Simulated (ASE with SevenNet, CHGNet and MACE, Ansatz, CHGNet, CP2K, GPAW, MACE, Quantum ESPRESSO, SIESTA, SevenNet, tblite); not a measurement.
# Machine-learned potentials on C(110) slab, H on the bottom face, stepped (108 atoms): settings against a plane-wave reference

Wanted: machine-learned potentials inputs and outputs for C(110) slab, H on the bottom face, stepped (108 atoms), checked against a plane-wave reference.

Program: ASE with SevenNet, CHGNet and MACE. Level of theory: the method is named at each step. Results are calculated unless marked as measured.

## 1. Set-up

The cell holds 108 atoms: 84 C and 24 H. Its edges and angles: a = 10.089 Å, b = 10.701 Å, c = 14.673 Å, α = 90.0°, β = 90.0°, γ = 90.0°. It derives from C (diamond-structure). Diamond-structure C (a = 3.567 Å), (110) slab of 4 atomic planes, 4 x 3 surface cells, H on the broken bonds of the bottom face, 10 Å of vacuum; the top repeat layer removed from part of the cell (two steps); displaced by a Gaussian of 0.02 Å. Then every atom was moved at random, 0.03 Å r.m.s. a Cartesian component (hydrogen 0.6 of that). Regions: slab, 84 atoms (84 C); hydrogen, 24 atoms (24 H). Vacuum lies along c.

The yardstick, on the same geometry:

| Item | Value |
| --- | --- |
| method | Kohn-Sham DFT, PBE, SSSP efficiency 1.3.0 pseudopotentials, plane waves (Quantum ESPRESSO 7.5); sssp-pbe-1.3.0-efficiency, cutoffs 45/360 Ry, Γ point |
| r.m.s. force component | 1.589 eV/Å |
| longest force | 6.022 eV/Å |
| time | 2.8 min on 4 MPI ranks of Arm Neoverse V2, shared host |
| CPU time | 11 min |

## 2. SevenNet l3i5 potential

Method: machine-learned interatomic potential SevenNet l3i5, trained on PBE(+U) plane-wave data.

run.py

```python
import numpy as np
from ase.io import read
import mlip  # loads the published weights by name

atoms = read("structure.xyz")
atoms.calc = mlip.calc("7net-l3i5")
energy = atoms.get_potential_energy()
forces = atoms.get_forces()
print(f"energy {energy:.6f} eV")
print("forces (eV/A)")
for i, (a, f) in enumerate(zip(atoms, forces)):
    print(f"{i:4d} {a.symbol:2s} {f[0]:10.5f} {f[1]:10.5f} {f[2]:10.5f}")
```

structure.xyz

```xyz
108
Lattice="10.08900 0.00000 0.00000 0.00000 10.70100 0.00000 0.00000 0.00000 14.67336" Properties=species:S:1:pos:R:3 pbc="T T T"
C 8.79720 1.82891 5.90412
C 0.00666 0.87235 5.88475
C 10.04834 0.02301 7.15370
C 8.83110 2.70596 7.15884
C 8.80487 1.72661 8.33315
C 0.01645 0.94640 8.42383
C 10.08718 0.03371 9.66387
C 1.24882 1.76609 5.87756
C 2.52548 0.91825 5.89179
C 2.53244 10.64386 7.16500
C 1.20876 2.68809 7.14754
C 1.26980 1.81446 8.44555
C 2.46383 0.90969 8.41004
C 2.49309 10.67243 9.65316
C 1.26839 2.72950 9.64524
C 8.84947 5.36869 5.91014
C 0.01069 4.44413 5.89238
C 0.05105 3.58387 7.18437
C 8.81022 6.26779 7.15062
C 8.77844 5.35093 8.42207
C 10.05682 4.46531 8.37174
C 10.07790 3.58815 9.61311
C 3.80597 1.77562 5.88402
C 5.02916 0.89995 5.88211
C 5.03310 0.01295 7.18246
C 3.75291 2.70949 7.13521
C 3.77873 1.79830 8.40387
C 5.01686 0.84934 8.39815
C 3.76975 2.69965 9.70848
C 1.24962 5.32696 5.92217
C 2.50631 4.42208 5.88431
C 2.49874 3.60014 7.15458
C 1.25870 6.28438 7.13786
C 1.33064 5.39630 8.44936
C 2.52921 4.46692 8.38494
C 2.53426 3.57959 9.64098
C 1.26022 6.25420 9.67928
C 8.81214 8.91832 5.89898
C 10.06388 8.02896 5.91923
C 0.04177 7.13650 7.14226
C 8.83928 9.82095 7.16265
C 8.82061 8.92870 8.34767
C 10.06398 8.05946 8.34958
C 10.07286 7.09904 9.71729
C 6.31339 1.80590 5.87653
C 7.56403 0.88872 5.88504
C 7.55242 0.00364 7.13786
C 6.31703 2.66498 7.11130
C 6.32923 1.74298 8.39023
C 7.56322 0.81927 8.38260
C 3.77752 5.37704 5.89737
C 5.07103 4.52139 5.86656
C 5.02452 3.56557 7.14167
C 3.84209 6.28256 7.13698
C 3.83271 5.36120 8.45171
C 5.02281 4.48040 8.44745
[... 48 atom lines left out ...]
H 3.76925 9.54272 5.02137
H 5.02856 7.40766 4.96752
H 6.28898 9.54016 5.00083
H 7.57008 7.40338 4.99643
```

Command:

```
$ OMP_NUM_THREADS=1 python run.py > output.txt
```

Output:

```text
energy -808.001221 eV
forces (eV/A)
   0 C     1.16645   -2.34929    0.20179
   1 C    -1.00928    1.62381    0.80977
   2 C     2.40576   -1.06613   -0.03006
   3 C     0.25331    0.15357    0.70060
   4 C    -0.27883   -1.96366   -0.47060
   5 C    -1.86716   -0.01066    0.53505
   6 C     2.43003   -2.00481   -1.13889
   7 C    -0.00338    0.98850    0.79089
   8 C     0.01621   -0.82851    1.11583
   9 C    -0.88606    2.40071   -0.44047
  10 C     2.75751   -0.36540    0.51614
  11 C    -0.73684   -0.87865   -0.07669
  12 C     1.96426    0.06729    1.20865
  13 C    -0.34103   -2.64305   -0.51137
  14 C    -0.17673    2.70369   -0.51226
  15 C    -0.95214   -0.94713   -0.15985
  16 C    -0.56210    0.64247    0.08802
  17 C    -3.06528   -0.94700   -2.04226
  18 C     1.02437    0.41345    0.95614
  19 C     1.06473   -2.08039   -2.23840
  20 C     0.53921    3.07499    2.41418
  21 C     2.35576   -1.41246   -0.71567
  22 C    -1.08557    0.60442    1.04315
  23 C     0.97911    0.59613    1.29442
[...]
100 H    -0.13025   -0.34631    0.01519
 101 H     0.18712    0.13955   -0.56176
 102 H     0.07866   -0.16889   -0.27213
 103 H     0.18056    0.27627   -0.71535
 104 H     0.03070    0.45053   -0.80935
 105 H    -0.08939    0.48407    0.21098
 106 H     0.14317    0.46032   -1.24229
 107 H     0.00089    0.16344   -0.35270
```

Run time: 14 s. Hardware: 1 thread of Arm Neoverse V2, shared host; peak memory 2.4 GiB.

Banners, paths, timers and routine set-up lines are dropped from the logs unmarked, and long logs keep their key lines alone; longer cuts are marked.

Against the reference:

```
r.m.s. force component                  : 1.446 eV/Å
r.m.s. difference of force components   : 647.5 meV/Å
longest difference of force vectors     : 3242 meV/Å
force difference over r.m.s. force      : 40.74 %
slope of forces against the reference's : 0.8309
correlation of force components         : 0.9133
```

Length of the force difference by element (eV/Å):

```
element  atoms  mean  most
      C     84   1.1   3.2
      H     24  0.26  0.36
```

Local excerpt of 10 atoms (numbers count through the whole input) about C14, picked at random; x, y, z are measured from there.

```csv
atom,x,y,z,distance (Å),bonds,Fx,Fy,Fz (eV/Å)
C14,0.00,0.00,0.00,0.00,3,-0.34,-2.64,-0.51
C78,1.28,-0.89,0.01,1.55,2,-2.00,2.78,-0.59
C13,-0.03,0.94,-1.24,1.56,4,1.96,0.07,1.21
C65,-1.25,-0.94,0.03,1.57,3,-0.13,4.39,-1.69
C76,1.28,-1.72,-1.19,2.45,4,0.81,-2.81,-1.39
C10,0.04,-0.03,-2.49,2.49,4,-0.89,2.40,-0.44
C7,-2.49,0.06,0.01,2.50,2,2.43,-2.00,-1.14
C12,-1.22,1.84,-1.21,2.52,4,-0.74,-0.88,-0.08
C62,-1.22,-1.78,-1.31,2.53,4,-2.30,0.64,3.14
C27,1.29,1.83,-1.25,2.56,4,0.62,-2.18,0.80
```

Atoms are counted from 1 here, from 0 in the log.

Forces lie 41 % from the reference's, at 0.020 times its CPU time (on 1 against 4 cores).

The difference per atom is largest on C (1.1 eV/Å on average, against 0.26 on H).

## 3. CHGNet 0.3.0 potential

Method: machine-learned interatomic potential CHGNet 0.3.0, trained on PBE(+U) plane-wave data.

run.py: that of step 2 with these lines changed.

```diff
@@ -5,3 +5,3 @@
 atoms = read("structure.xyz")
-atoms.calc = mlip.calc("7net-l3i5")
+atoms.calc = mlip.calc("chgnet-0.3.0")
 energy = atoms.get_potential_energy()
```

structure.xyz is that of step 2.

Output:

```text
CHGNet v0.3.0 initialized with 412,525 parameters
CHGNet will run on cpu
energy -813.134094 eV
forces (eV/A)
   0 C     1.12332   -2.26059    0.18051
   1 C    -1.04408    2.08561    1.08017
   2 C     1.56581   -0.20785   -0.19042
   3 C     0.15144   -1.04537    0.72220
   4 C    -0.17497   -1.59199   -0.07507
   5 C    -1.68500   -0.54929    0.94933
   6 C     2.63102   -2.49688   -1.04229
   7 C     0.08411    0.28490    0.59174
   8 C     0.06286    0.20690    1.23331
   9 C    -0.48184    2.18578   -0.75687
  10 C     1.77559   -0.65087    0.12412
  11 C    -0.54520    0.30058    0.37802
  12 C     1.57362   -0.82330    1.51139
  13 C     0.29822   -3.24706   -1.06126
  14 C    -0.50968    2.96556   -0.93439
  15 C    -0.63980   -0.92112   -0.35755
  16 C    -0.38161    0.95464    0.34699
  17 C    -2.25913   -0.22681   -1.84128
  18 C     0.72983   -0.68676    1.19138
  19 C     0.50534   -1.95801   -1.78683
  20 C     0.27780    2.02541    2.61705
  21 C     2.39203   -1.72149   -0.69133
  22 C    -1.10007   -0.34876    1.04816
  23 C     0.91141    0.80397    0.95640
[...]
100 H    -0.07323   -0.00736   -0.20527
 101 H     0.17119   -0.21905   -0.68586
 102 H    -0.01093   -0.02645   -0.19235
 103 H     0.17836    0.01642   -0.63856
 104 H    -0.06571    0.64031   -1.06172
 105 H    -0.08321    0.31154    0.24796
 106 H     0.10310    0.66839   -1.24443
 107 H     0.03347    0.02440   -0.27515
```

The job ended after 8.1 s (1 thread; peak memory 4.8 GiB).

Against the reference:

- r.m.s. force component: 1.322 eV/Å
- r.m.s. difference of force components: 604.5 meV/Å
- longest difference of force vectors: 2463 meV/Å
- force difference over r.m.s. force: 38.03 %
- slope of forces against the reference's: 0.7735
- correlation of force components: 0.9301

Against the first run (41 %), the force difference from the reference is 38 %, at 0.59 times the CPU time.

The difference per atom is largest on C (1.0 eV/Å on average, against 0.13 on H).

## 4. MACE MPA-0 medium potential

Method: machine-learned interatomic potential MACE MPA-0 medium, trained on PBE(+U) plane-wave data.

run.py: that of step 3 with these lines changed.

```diff
@@ -5,3 +5,3 @@
 atoms = read("structure.xyz")
-atoms.calc = mlip.calc("chgnet-0.3.0")
+atoms.calc = mlip.calc("mace-mpa-0-medium")
 energy = atoms.get_potential_energy()
```

structure.xyz is that of step 3.

Output:

```text
energy -808.893823 eV
forces (eV/A)
   0 C     1.11244   -1.89816   -0.09859
   1 C    -0.68120    1.70344    1.08861
   2 C     1.48975   -0.85257   -0.46134
   3 C    -0.12429   -0.44510    0.52390
   4 C     0.00782   -1.22940   -0.29340
   5 C    -1.41462   -0.11495    1.19571
   6 C     1.80983   -2.36974   -1.09247
   7 C     0.07866    0.48860    0.91752
   8 C    -0.00476   -0.16955    1.11219
   9 C    -0.59817    1.79028   -0.95336
  10 C     1.62218   -0.03601    0.02098
  11 C    -0.57918   -1.02988   -0.47162
  12 C     1.61518    0.19367    0.96599
  13 C     0.94866   -2.94719   -0.53400
  14 C    -1.38204    2.97325   -0.36968
  15 C    -0.61546   -0.72860   -0.33012
  16 C    -0.24681    0.95518    0.36612
  17 C    -2.06736   -0.65674   -1.81524
  18 C     0.60459   -0.06799    0.68835
  19 C     0.76464   -1.43397   -1.53511
  20 C     0.23374    1.53696    2.57304
  21 C     1.92040   -1.71137   -0.69982
  22 C    -1.09692    0.08014    1.07979
  23 C     0.65819    0.63229    0.75899
[...]
100 H    -0.06743   -0.11469   -0.08111
 101 H     0.18106   -0.08879   -0.53110
 102 H     0.06237   -0.00430   -0.13679
 103 H     0.22808    0.13554   -0.50271
 104 H    -0.04880    0.43609   -0.93128
 105 H    -0.12472    0.32706    0.35762
 106 H     0.09266    0.48257   -1.03784
 107 H     0.02103    0.06150   -0.20547
```

Wall time 9.3 s (1 thread); peak memory 1.4 GiB.

Numbers from this run, and their distance from the reference:

| Item | Value |
| --- | --- |
| r.m.s. force component | 1.184 eV/Å |
| r.m.s. difference of force components | 547.2 meV/Å |
| longest difference of force vectors | 2329 meV/Å |
| force difference over r.m.s. force | 34.43 % |
| slope of forces against the reference's | 0.7181 |
| correlation of force components | 0.9641 |

Against the first run (41 %), the force difference from the reference is 34 %, at 0.68 times the CPU time.

The difference per atom is largest on C (0.97 eV/Å on average, against 0.11 on H).

## 5. Side by side

Differences are against the plane-wave reference, forces as r.m.s. over components; share is that over the reference's r.m.s. force, slope the least-squares factor from reference forces to these. Total energies of different programs have different zeros and aren't compared.

```csv
run,"Δ force, r.m.s. (meV/Å)",share (%),slope,cores,CPU time,memory (GiB)
reference,-,-,-,4,11 min,3.5
SevenNet l3i5 potential,648,40.7,0.831,1,14 s,2.4
CHGNet 0.3.0 potential,604,38.0,0.773,1,8.1 s,4.8
MACE MPA-0 medium potential,547,34.4,0.718,1,9.3 s,1.4
```

Times of the machine-learned potentials are mostly Python's start and the loading of weights.

CPU time is summed over cores on a shared host, where runs went side by side, so it is rough. Symmetry, cutoffs, thresholds, outputs and thread counts weren't matched or tuned between programs; memory under MPI is the largest rank's times the ranks.

## 6. What came out

```
nearest in forces : MACE MPA-0 medium potential, 34 %
its CPU time      : 9.3 s
```

**Reading.** Machine-learned potentials differ by 34 % (MACE MPA-0 medium potential) to 41 % (SevenNet l3i5 potential); they were trained on other programs' data. Among those trained on PBE data the slope goes as low as 0.72, which softening far from their training structures can give, though the reference's k-sampling is untested too. Machine-learned potentials mimic data converged in k, so the reference's own k-point error enters their differences. The runs have no spin polarisation, so any moments at edges, vacancies or dangling bonds can't form. The electronic-structure runs sample only Γ, in a cell whose shortest periodic width is 10 Å, which is coarse for a cell with partly filled levels.

[Also dropped from logs without a mark: logging warnings of Python, and SIESTA's first energy breakdown and zero terms.]

[Logs are printed without paths, hosts, clocks, repeated set-up lines and the standing remarks that a program may print on its own settings, such as how far it seeks lower states.]

[Hosts, paths, dates, database ids (printed as entryN), source tags and the programs' standing remarks are cut or masked in the printed files.]
